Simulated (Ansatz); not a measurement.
## Si2Mo (I4/mmm): modes against biaxial strain in the (001) plane, that of a and b

Aim: how do the optical modes of Si2Mo (I4/mmm) shift and split under this strain?

Method: DFT PBEsol, scalar-relativistic, plane waves, PAW; PAW set soft_1, in Ansatz 0.2.0.

The database entry behind the starting cell is an old determination (1927), so it need not match the best structure at ambient conditions.

### Step 1. The structure

Symmetry: I4/mmm, No. 139, tetragonal system. The conventional cell has a = 3.200 Å, b = 3.200 Å, c = 7.861 Å, α = 90.00°, β = 90.00°, γ = 90.00°. Nearest to Si lie 5 Si at 2.61 to 2.63 Å and 5 Mo at 2.62 Å. Mo has 10 Si at 2.62 Å nearest. Farther neighbours are not listed.

### Step 2. Bringing the structure to rest

The cell and atoms are relaxed, since residual forces and stress would shift the frequencies.

input.yaml

```yaml
crystal:
  lattice:
    - [-1.6, 1.6, 3.9305]
    - [1.6, -1.6, 3.9305]
    - [1.6, 1.6, -3.9305]
  atoms:
    - { symbol: Si, position: [0.333, 0.333, 0.0] }
    - { symbol: Si, position: [0.667, 0.667, 0.0] }
    - { symbol: Mo, position: [0.0, 0.0, 0.0] }
kpoints:
  mp_grid: { grid: [18, 18, 18] }
hamiltonian:
  xc: pbesol
  pseudopotentials: { kind: paw, azcp: { folder: soft_1 }, xc_functional: pbe }
scf:
  occupations: { method: gaussian, width: 0.1 }
output:
  forces: true
  stress: true
  eigenvalues: true
relax:
  adjacent_minimum: "off"
  f_tol: 0.005
  max_steps: 80
  cell: { stress_tol: 0.05 }
```

Launch:

```bash
> ansatz run input.yaml --threads 4 --pin off --max-ram 10240MiB --backend cpu --events-out ev --progress --plain --runs-dir out
```

Numbers of over 12 decimals in the logs are rounded to 6 here.

Log:

```text
basis.fft_grid_basis auto: the FFT boxes are laid along the combinations [[1, 0, 1], [0, 1, 1], [0, 0, 1]] of the cell's own vectors, 3.200, 3.200 and 4.535 Å long. The dense box has 24×24×32 points. Along the cell's own vectors, as sized, it would have 32×32×32, 1.78 times as many. Of the 16 symmetry operations that the crystal satisfies within crystal.symmetry.tolerance (time reversal apart; of a slab, those that k [...]
Engine: ansatz 0.2.0, aarch64-unknown-linux-gnu
Pseudopotentials: kind: paw
Pseudopotential: Si, paw, valence charge 4, recommended cutoff 420 eV (normal), soft_1/Si.paw.azcp
Pseudopotential: Mo, paw, valence charge 14, recommended cutoff 420 eV (normal), soft_1/Mo.paw.azcp
Functional definition: PBEsol
  exchange = pbesol_x
  correlation = pbesol_c
Crystal: 3 atoms, lattice volume = 40.248 Å³
Basis set: ecut = 420 eV, 769 PW (Γ), FFT grids on a1+a3, a2+a3, a3, exchange–correlation on 48×48×64 points (8 copies of the dense FFT grid, shifted against one another)
Bands: 15, of which v1, the nominal top of the filled ones, is band 11 counted from 1 (10 counted from 0)
Symmetry: 16 space group operations
Space group: I4/mmm (ITA 139), of the structure as read, at distance tolerance 3.4e-5 Å
k-points: 480 of 5832
Non-local potential: Si, projectors of the file, l = 0: 2, l = 1: 2, l = 2: 1
Non-local potential: Mo, projectors of the file, l = 0: 3, l = 1: 2, l = 2: 2, l = 3: 1
PAW form: soft (Blöchl's): semilocal exchange-correlation on the pseudo side does not see the compensation charge
PAW frozen core: Si, regenerated for the run's functional, and the local potential with it (the file was generated under x = pbe(κ = 0.804, μ = 0.219515), c = pbe(β = 0.066725))
PAW frozen core: Mo, regenerated for the run's functional, and the local potential with it (the file was generated under x = pbe(κ = 0.804, μ = 0.219515), c = pbe(β = 0.066725))
PAW one-centre angular grid: Si, 110 points (default); XC on 64 Gauss nodes
PAW one-centre angular grid: Mo, 590 points (default); XC on 64 Gauss nodes
Initial density: superposition of atomic densities (chi_scale 0.1, normalization cell, long waves kept (reshape's long-wave potential 0.00 eV rms))
Initial wavefunctions: pseudopotential atomic-orbital guess
Functional: x = pbesol(κ = 0.804, μ = 0.123457), c = pbesol(β = 0.046)
SCF iter   1: F=—  HF=-6143.592126 eV  |F-HF|=—  |Δ(HF+E_count)|=         —  Δρ=9.40e-2  dr2=5.41e0  ethr=3.10e-3  ⟨swp⟩=5.7  Hψ=42508  notcnv=0
preconditioner: auto → Kerker (q_TF=auto, 2.467 Å⁻¹)  [metal: Δε(μ)=0.031 eV  Ē_g=8.121 eV  σ=0.100 eV  W_gap=0.17  n_scr=10 (ndim 8)  ℏωp=21.9 eV  f_vac=0.000  D(μ)=0.59/eV (n_scr^D=2)]
SCF iter   2: F=—  HF=-6142.364596 eV  |F-HF|=—  |Δ(HF+E_count)|=    1.23e0  Δρ=3.12e-2  dr2=2.90e-1  ethr=3.10e-3  ⟨swp⟩=2.5  Hψ=18061  notcnv=0  defer=13
SCF iter   3: F=—  HF=-6142.307471 eV  |F-HF|=—  |Δ(HF+E_count)|=   5.71e-2  Δρ=1.48e-2  dr2=6.59e-2  ethr=1.32e-3  ⟨swp⟩=2.2  Hψ=10660  notcnv=0  defer=13
SCF iter   4: F=—  HF=-6142.292076 eV  |F-HF|=—  |Δ(HF+E_count)|=   1.54e-2  Δρ=2.58e-3  dr2=2.89e-3  ethr=2.99e-4  ⟨swp⟩=2.5  Hψ=11990  notcnv=0  defer=13
SCF iter   5: F=—  HF=-6142.291256 eV  |F-HF|=—  |Δ(HF+E_count)|=   8.21e-4  Δρ=3.34e-4  dr2=8.00e-5  ethr=1.31e-5  ⟨swp⟩=2.8  Hψ=11740  notcnv=0  defer=13
SCF iter   6: F=—  HF=-6142.291233 eV  |F-HF|=—  |Δ(HF+E_count)|=   2.23e-5  Δρ=2.73e-5  dr2=3.58e-7  ethr=3.64e-7  ⟨swp⟩=2.2  Hψ=9402  notcnv=0  defer=13
SCF iter   7: F=-6142.291233 eV  HF=-6142.291233 eV  |F-HF|=7.35e-9  |Δ(HF+E_count)|=   1.09e-7  Δρ=4.87e-6  dr2=1.16e-8  ethr=4.55e-10  ⟨swp⟩=5.7  Hψ=33824  notcnv=0
SCF 1 converged in 7 iterations: F = -6142.291233 eV  dr2 = 1.16e-8
  greatest PAW one-centre occupation: 0.999 electrons in one spin orbital (limit 2), on the Mo atom at site 2 (counted from 0), in its partial waves of l = 0
relax step   1: F+E_penalty+E_count = -6142.29123306 eV  Δ(F+E_penalty+E_count) = +0.000e0 eV  max|allowed force component| = 3.313e-1 eV/Å  Δτ_max = 0.0000 Å  P = -2.703 GPa  Ω = 40.248 Å³  (7 SCF iters, dr2 threshold 1.00e-7 eV, accepted)
Crystal: 3 atoms, lattice volume = 39.629 Å³
Initial density: handed on by an earlier stage of this run
Initial wavefunctions: those handed on with the density
iter 1 solved again at ethr=2.65e-6 eV; its pass at ethr=3.10e-3 eV (dr2=5.83e-4 eV) is discarded
SCF iter   1: F=—  HF=-6142.300429 eV  |F-HF|=—  |Δ(HF+E_count)|=         —  Δρ=1.29e-3  dr2=6.26e-4  ethr=2.65e-6  ⟨swp⟩=1.9  Hψ=45487  notcnv=0
preconditioner: auto → Kerker (q_TF=auto, 2.473 Å⁻¹)  [metal: Δε(μ)=0.064 eV  Ē_g=7.830 eV  σ=0.100 eV  W_gap=0.32  n_scr=10 (ndim 8)  ℏωp=22.1 eV  f_vac=0.000  D(μ)=0.24/eV (n_scr^D=0)]
SCF iter   2: F=—  HF=-6142.300296 eV  |F-HF|=—  |Δ(HF+E_count)|=   1.33e-4  Δρ=7.71e-4  dr2=2.54e-4  ethr=2.65e-6  ⟨swp⟩=1.0  Hψ=7200  notcnv=0
SCF iter   3: F=—  HF=-6142.300203 eV  |F-HF|=—  |Δ(HF+E_count)|=   9.31e-5  Δρ=1.06e-4  dr2=5.59e-6  ethr=1.16e-6  ⟨swp⟩=2.1  Hψ=9952  notcnv=0
SCF iter   4: F=—  HF=-6142.300202 eV  |F-HF|=—  |Δ(HF+E_count)|=   1.29e-6  Δρ=3.08e-5  dr2=6.56e-7  ethr=2.54e-8  ⟨swp⟩=2.4  Hψ=11043  notcnv=0
SCF iter   5: F=-6142.300202 eV  HF=-6142.300202 eV  |F-HF|=1.16e-8  |Δ(HF+E_count)|=   1.72e-7  Δρ=7.79e-6  dr2=2.30e-8  ethr=1.36e-9  ⟨swp⟩=5.0  Hψ=30999  notcnv=0
SCF 2 converged in 5 iterations: F = -6142.300202 eV  dr2 = 2.30e-8
relax step   2: F+E_penalty+E_count = -6142.30020171 eV  Δ(F+E_penalty+E_count) = -8.969e-3 eV  max|allowed force component| = 2.457e-2 eV/Å  Δτ_max = 0.0144 Å  P = +0.964 GPa  Ω = 39.629 Å³  energy of the carried Pulay correction = +5.835e-5 eV  (5 SCF iters, dr2 threshold 3.00e-7 eV, accepted)
Crystal: 3 atoms, lattice volume = 39.803 Å³
iter 1 solved again at ethr=3.07e-7 eV; its pass at ethr=3.10e-3 eV (dr2=6.76e-5 eV) is discarded
SCF iter   1: F=—  HF=-6142.300778 eV  |F-HF|=—  |Δ(HF+E_count)|=         —  Δρ=3.21e-4  dr2=6.57e-5  ethr=3.07e-7  ⟨swp⟩=2.0  Hψ=44164  notcnv=0
preconditioner: auto → Kerker (q_TF=auto, 2.472 Å⁻¹)  [metal: Δε(μ)=0.005 eV  Ē_g=7.799 eV  σ=0.100 eV  W_gap=0.03  n_scr=10 (ndim 8)  ℏωp=22.0 eV  f_vac=0.000  D(μ)=0.24/eV (n_scr^D=0)]
SCF iter   2: F=—  HF=-6142.300756 eV  |F-HF|=—  |Δ(HF+E_count)|=   2.15e-5  Δρ=1.53e-4  dr2=7.20e-6  ethr=2.99e-7  ⟨swp⟩=2.2  Hψ=8682  notcnv=0
SCF iter   3: F=—  HF=-6142.300755 eV  |F-HF|=—  |Δ(HF+E_count)|=   1.42e-6  Δρ=6.12e-5  dr2=1.40e-6  ethr=3.27e-8  ⟨swp⟩=1.6  Hψ=9672  notcnv=0
SCF iter   4: F=-6142.300754 eV  HF=-6142.300754 eV  |F-HF|=1.59e-8  |Δ(HF+E_count)|=   3.43e-7  Δρ=8.39e-6  dr2=2.91e-8  ethr=1.36e-9  ⟨swp⟩=5.0  Hψ=31376  notcnv=0
SCF 3 converged in 4 iterations: F = -6142.300754 eV  dr2 = 2.91e-8
relax step   3: F+E_penalty+E_count = -6142.30075423 eV  Δ(F+E_penalty+E_count) = -5.525e-4 eV  max|allowed force component| = 7.026e-3 eV/Å  Δτ_max = 0.0014 Å  P = +0.006 GPa  Ω = 39.803 Å³  energy of the carried Pulay correction = +4.183e-5 eV  (4 SCF iters, dr2 threshold 3.00e-7 eV, accepted)
[...]
relax step   4: F+E_penalty+E_count = -6142.30076625 eV  Δ(F+E_penalty+E_count) = -1.201e-5 eV  max|allowed force component| = 1.492e-3 eV/Å  Δτ_max = 0.0003 Å  P = -0.003 GPa  Ω = 39.804 Å³  energy of the carried Pulay correction = +4.179e-5 eV  (4 SCF iters, dr2 threshold 5.76e-8 eV, accepted)
Initial wavefunctions: pseudopotential atomic-orbital guess (no wavefunctions were taken with the density)
iter 1 solved again at ethr=4.05e-8 eV; its pass at ethr=3.10e-3 eV (dr2=8.91e-6 eV) is discarded
SCF iter   1: F=—  HF=-6142.300729 eV  |F-HF|=—  |Δ(HF+E_count)|=         —  Δρ=1.11e-5  dr2=9.84e-9  ethr=4.05e-8  ⟨swp⟩=3.0  Hψ=61910  notcnv=0
SCF iter   2: F=—  HF=-6142.300721 eV  |F-HF|=—  |Δ(HF+E_count)|=   7.67e-6  Δρ=5.97e-6  dr2=3.02e-9  ethr=4.47e-11  ⟨swp⟩=2.0  Hψ=11981  notcnv=0
SCF iter   3: F=—  HF=-6142.300721 eV  |F-HF|=—  |Δ(HF+E_count)|=  6.05e-10  Δρ=5.46e-7  dr2=2.46e-10  ethr=1.37e-11  ⟨swp⟩=2.6  Hψ=12296  notcnv=0
SCF iter   4: F=-6142.300721 eV  HF=-6142.300721 eV  |F-HF|=1.82e-11  |Δ(HF+E_count)|=  4.00e-11  Δρ=2.64e-7  dr2=2.97e-11  ethr=1.00e-12  ⟨swp⟩=4.3  Hψ=32005  notcnv=0
SCF 5 converged in 4 iterations: F = -6142.300721 eV  dr2 = 2.97e-11
relax step   5: F+E_penalty+E_count = -6142.30072128 eV  Δ(F+E_penalty+E_count) = +4.497e-5 eV  max|allowed force component| = 1.472e-3 eV/Å  Δτ_max = 0.0000 Å  P = -0.002 GPa  Ω = 39.804 Å³  stress off target by 3.56e-2 GPa  SCF on the basis re-selected at this cell (its energy is not comparable with the rows above)  (4 SCF iters)
basis re-selected at this cell: Δ(F+E_penalty+E_count) = +4.497e-5 eV, ΔP = +0.002 GPa vs the last step (what re-selecting the basis moved, of the pressure what is left beyond the Pulay correction that the steps carried, after the strain that the cell walked since its last selection, with what the two solves' SCF thresholds leave and, on support functions, any second-order correction that the steps lacked; it is no m [...]
SCF converged after 4 iterations
Free energy (F): -6142.300721 eV
Harris-Foulkes:  -6142.300721 eV  (|F-HF|=1.82e-11)
Internal energy: -6142.299541 eV  (E = F + TS)
E sigma→0 (E₀):  -6142.300131 eV
Entropy (-TS):   -0.001180 eV (-0.393 meV/atom)
Fermi energy:    16.062702 eV
--- Per-component energies (eV) ---
  E_band       = -44.537781
  E_kinetic    = 513.069494
  E_local      = -1124.730950  (includes V_loc(G=0)·N_el)
  E_nonlocal   = 194.767382
  E_hartree    = 428.995656
  E_xc         = -291.942180
  E_vxc        = -321.335088  (∫ρ·V_xc dr)
  E_paw        = -4149.989854  (= ΣΔE_a)
  E_vpaw       = -164.300016  (= ΣTr[D̂ρ^β])
  E_aug_tail   = 0.000118  (compensation charges beyond the density's cutoff)
  E_ewald      = -1712.741627
  E_core_change = 0.272421  (= ΣΔE_core)
  E_smearing   = -0.001180  (= −TS)
  E_closure    = 0.000000  (closes the sum)
  Σ components = -6142.300721   (vs F -6142.300721, Δ=0.00e0)
--- Forces (eV/Å), atoms counted from 1 ---
  atom   1  Si     0.00000000    -0.00000000     0.00147199
  atom   2  Si     0.00000000     0.00000000    -0.00147199
  atom   3  Mo    -0.00000000     0.00000000     0.00000000
  max |Σ_I F_I| component: 1.39e-17 eV/Å
--- Stress (GPa, compression-positive) ---
        0.015490      -0.000000       0.000000
       -0.000000       0.015490       0.000000
       -0.000000       0.000000      -0.035620
  P = ⅓ Tr σ = -0.0015 GPa (-0.015 kbar)
--- Band table (eV; the first three rows and the last of 480) ---
  k-point 0: bands = [... 7 lower, 12.9241, 13.4217, 13.4217, 16.4445, 19.2040, 19.2939, 19.6186, 19.6186]
  k-point 1: bands = [... 7 lower, 12.9524, 13.1682, 13.8547, 16.0675, 18.9640, 19.4106, 19.4847, 19.6668]
  k-point 2: bands = [... 7 lower, 12.5577, 13.0404, 14.4355, 15.1702, 18.4960, 19.4194, 19.7304, 19.7815]
  k-point 479: bands = [... 7 lower, 13.8302, 15.4735, 15.4735, 15.6019, 15.6019, 16.5802, 20.8235, 21.3083]
--- Relaxed structure (4 steps of the walk, 4 accepted, 1 SCFs on fresh bases) ---
  F+E_penalty+E_count = -6142.30072128 eV   max|allowed force component| = 1.472e-3 eV/Å   (the final SCF, on the basis selected at the relaxed cell)
  cell:  # Å, volume = 39.8039 Å³
    - [-1.595123, 1.595123, 3.910909]
    - [1.595123, -1.595123, 3.910909]
    - [1.595123, 1.595123, -3.910909]
  atoms:
    - { symbol: Si, position: [0.335057, 0.335057, 0] }
    - { symbol: Si, position: [0.664943, 0.664943, 0] }
    - { symbol: Mo, position: [0, 0, 0] }
```

The job ended after 19 s (4 threads of Arm Neoverse V1, shared host; peak memory 0.56 GiB; 75 s of CPU time).

Step by step:

```csv
step,energy less that of the first step (eV),largest force component (eV/Å),pressure (GPa),volume (Å³)
1,0.0000,0.3313,-2.70,40.25
2,-0.0090,0.0246,0.96,39.63
3,-0.0095,0.0070,0.01,39.80
4,-0.0095,0.0015,0.00,39.80
5*,-0.0095,0.0015,0.00,39.80
```

Relaxation steps marked * repeat the geometry before them on a plane-wave basis chosen anew for their cell, so energy and pressure can jump there.

Forces are held to the 16 operations that the run works with; a distortion that breaks them can't arise in this run.

```csv
"conventional cell, symmetrised",before,after,change
a (Å),3.200,3.190,-0.3 %
b (Å),3.200,3.190,-0.3 %
c (Å),7.861,7.822,-0.5 %
volume (Å³/atom),13.42,13.27,-1.1 %
```

The atoms that moved most (Å, as changes of fractional coordinates times the final cell):

```csv
atom,dx,dy,dz,length
Si1,0.000,0.000,0.016,0.016
Si2,0.000,0.000,-0.016,0.016
```

Final coordinates:

```
Si Mo
1.0
    -1.59512    1.59512    3.91091
     1.59512   -1.59512    3.91091
     1.59512    1.59512   -3.91091
Si Mo
2 1
Direct
  0.33506 0.33506 0.00000
  0.66494 0.66494 0.00000
  0.00000 0.00000 0.00000
```

Numbers from this step:

```
pressure          : -0.001546 GPa
volume per atom   : 13.27 Å³
gap on the k-mesh : 0 eV
```

In this step the volume went from 13.42 to 13.27 Å³/atom.

### Step 3. Tight relaxation

Phonons need small forces and stress, so the relaxation is finished with tight tolerances on 20×20×20 k points.

input.yaml, the sections that differ from step 2:

```yaml
crystal:
  lattice:
    - [-1.595122656, 1.595122656, 3.9109087056]
    - [1.595122656, -1.595122656, 3.9109087056]
    - [1.595122656, 1.595122656, -3.9109087056]
  atoms:
    - { symbol: Si, position: [0.3350567153, 0.3350567153, 0.0] }
    - { symbol: Si, position: [0.6649432847, 0.6649432847, 0.0] }
    - { symbol: Mo, position: [0.0, 0.0, 0.0] }
kpoints:
  mp_grid: { grid: [20, 20, 20] }
scf:
  occupations: { method: methfessel_paxton, width: 0.2 }
relax:
  adjacent_minimum: "off"
  f_tol: 0.001
  max_steps: 60
  cell: { stress_tol: 0.01 }
# hamiltonian, output: as in step 2
```

Log:

```text
[...]
Crystal: 3 atoms, lattice volume = 39.804 Å³
Basis set: ecut = 420 eV, 769 PW (Γ), FFT grids on a1+a3, a2+a3, a3, exchange–correlation on 48×48×64 points (8 copies of the dense FFT grid, shifted against one another)
Bands: 15, of which v1, the nominal top of the filled ones, is band 11 counted from 1 (10 counted from 0)
Symmetry: 16 space group operations
[...]
--- Relaxed structure (3 steps of the walk, 3 accepted, 1 SCFs on fresh bases) ---
[...]
cell:  # Å, volume = 39.8038 Å³
    - [-1.595247, 1.595247, 3.910285]
    - [1.595247, -1.595247, 3.910285]
    - [1.595247, 1.595247, -3.910285]
  atoms:
    - { symbol: Si, position: [0.335093, 0.335093, 0] }
    - { symbol: Si, position: [0.664907, 0.664907, 0] }
    - { symbol: Mo, position: [0, 0, 0] }
[key lines of the parts left out:]
SCF converged after 4 iterations
Free energy (F): -6142.300021 eV
Fermi energy:    16.052985 eV
P = ⅓ Tr σ = 0.0009 GPa (0.009 kbar)
```

It took 20 s on 4 threads; peak memory 0.64 GiB.

Little changed from the start: no atom moved by 0.005 Å and no cell edge by 0.1 %.

Numbers from this step:

| Property | Result |
| --- | --- |
| pressure | 8.93e-4 GPa |

The largest force component left is 0.63 meV/Å and the pressure is 0.001 GPa, within the tolerances set. The cell now holds 13.27 Å³/atom.

### Step 4. Modes at rest

The force constants come from the linear response of the density to a displacement.

The modes at rest are the reference of the series.

input.yaml, the sections that differ from step 3:

```yaml
crystal:
  lattice:
    - [-1.595247443, 1.595247443, 3.9102846035]
    - [1.595247443, -1.595247443, 3.9102846035]
    - [1.595247443, 1.595247443, -3.9102846035]
  atoms:
    - { symbol: Si, position: [0.3350931527, 0.3350931527, 0.0] }
    - { symbol: Si, position: [0.6649068473, 0.6649068473, 0.0] }
    - { symbol: Mo, position: [0.0, 0.0, 0.0] }
output:
  eigenvalues: true
phonons:
  method: dfpt
# kpoints, hamiltonian, scf: as in step 3
# relax: removed
```

Log:

```text
zone centre: on kpoints.mp_grid the ground state, and the responses unless they are solved on pairs of k-points, stand on 1166 of the mesh's 8000 k-points, reduced under 4 symmetry operations, with k and −k counted as one. Each operation leaves every solved displacement unchanged or reverses it
[...]
Crystal: 3 atoms, lattice volume = 39.804 Å³
Basis set: ecut = 420 eV, 769 PW (Γ), exchange–correlation on 64×64×64 points (8 copies of the dense FFT grid, shifted against one another)
Bands: 15, of which v1, the nominal top of the filled ones, is band 11 counted from 1 (10 counted from 0)
Symmetry: 16 space group operations
k-points: 1166 of 8000 (irreducible under 4 space group operations, time reversal used)
[...]
SCF iter   1: F=—  HF=-6143.567021 eV  |F-HF|=—  |Δ(HF+E_count)|=         —  Δρ=9.35e-2  dr2=5.19e0  ethr=3.10e-3  ⟨swp⟩=5.3  Hψ=100416  notcnv=0
[...]
SCF iter   9: F=-6142.300021 eV  HF=-6142.300021 eV  |F-HF|=1.82e-12  |Δ(HF+E_count)|=  4.91e-11  S|Δr|=    0.00e0  Δρ=1.21e-7  dr2=5.48e-12  ethr=1.00e-12  ⟨swp⟩=5.5  Hψ=75511  notcnv=0
the search or the solves at the SCF's close seem to have found levels that the self-consistency loop had missed (the run counts 4). By its estimate they hold under 1e-12 electrons; where the run keeps them, the occupations were computed again with them
SCF 1 converged in 9 iterations: F = -6142.300021 eV  dr2 = 5.48e-12
[...]
DFPT response loops at Γ: preconditioner auto → Kerker (q_TF=auto, 2.472 Å⁻¹) (partly filled bands, converged f_vac=0.000); β = 1.00, the filter's whole step (`scf.mixing.beta` (0.50) is not read by the response loops under this deck's `scf.mixing.preconditioner`; to damp them name `kerker` or `kerker_dos`, under which they read `scf.mixing.beta`, and type it under 1.00, their step now; both keys bind the ground state too); Broyden in place of MSR1
SCF converged after 9 iterations
[...]
Free energy (F): -6142.300021 eV
[...]
Internal energy: -6142.300656 eV  (E = F + TS)
E sigma→0 (E₀):  -6142.300180 eV
Entropy (-TS):   0.000635 eV (0.212 meV/atom)
Fermi energy:    16.052985 eV
[...]
--- Band table (eV; the first three rows and the last of 1166) ---
  k-point 0: bands = [... 7 lower, 12.9242, 13.4214, 13.4214, 16.4436, 19.2047, 19.2932, 19.6151, 19.6151]
  k-point 1: bands = [... 7 lower, 12.9471, 13.2137, 13.7940, 16.1343, 19.0147, 19.3772, 19.4971, 19.6546]
  k-point 2: bands = [... 7 lower, 12.6959, 13.0177, 14.3343, 15.3690, 18.5716, 19.4185, 19.6808, 19.7534]
  k-point 1165: bands = [... 7 lower, 13.8316, 15.4740, 15.4740, 15.6009, 15.6009, 16.5794, 20.8285, 21.3079]
--- Phonons (Γ-DFPT): 4 representative perturbations + reference, on 1166 of 8000 k-points (Σ response iterations 12) ---
  k mesh reduced under 4 symmetry operations, with k and −k counted as one. Each operation leaves every solved displacement unchanged or reverses it
  ASR residual: 3.581e-5 → 0.000e0 eV/Å²; symmetrization residual: 2.451e-6 eV/Å²
  ASR residual per site (eV/Å²): 3.58e-5 3.58e-5 1.65e-5
  Γ frequencies (cm⁻¹): 0.00 0.00 0.00 277.86 277.86 318.58 333.01 333.01 437.70
  non-analytic LO–TO correction: not included (Born effective charges unavailable; polar crystals: no LO–TO splitting at Γ)
```

It took 93 s on 4 threads; peak memory 2.1 GiB; 5.9 min of CPU time.

This step gave:

| Property | Result |
| --- | --- |
| sum-rule residual before enforcement | 3.58e-5 eV/Å² |
| point group | 4/mmm |
| highest optical mode at the zone centre (no LO-TO term) | 437.7 cm⁻¹ |
| lowest optical zone-centre mode | 277.9 cm⁻¹ |

Patterns of degenerate modes are one choice out of their space. The modes at Γ (shares of kinetic energy by element, %):

```csv
mode,frequency (cm⁻¹),symmetry,Si %,Mo %
1,0.0,acoustic,37,63
2,0.0,acoustic,37,63
3,0.0,acoustic,37,63
4,277.9,Eu,63,37
5,277.9,Eu,63,37
6,318.6,A2u,63,37
7,333.0,Eg,100,0
8,333.0,Eg,100,0
9,437.7,A1g,100,0
```

Displacements in mode 5 (277.9 cm⁻¹), the largest set to 1:
```
Si1 -1.00  0.00  0.00
Si2 -1.00  0.00  0.00
Mo3  0.59  0.00  0.00
```

Displacements in mode 9 (437.7 cm⁻¹), the largest set to 1:
```
Si1  0.00  0.00 -1.00
Si2  0.00  0.00  1.00
Mo3  0.00  0.00  0.00
```

Before it was imposed, the acoustic sum rule was missed by 3.6e-5 eV/Å². Small misses are needed for a sound result but don't prove that mesh and cutoff are converged. The lowest optical mode is real, 278 cm⁻¹.

(Continued in part 2 of 2.)

[Logs are printed without paths, hosts, clocks, repeated set-up lines and the standing remarks that a program may print on its own settings, such as how far it seeks lower states.]

[Hosts, paths, dates, database ids (printed as entryN), source tags and the programs' standing remarks are cut or masked in the printed files.]
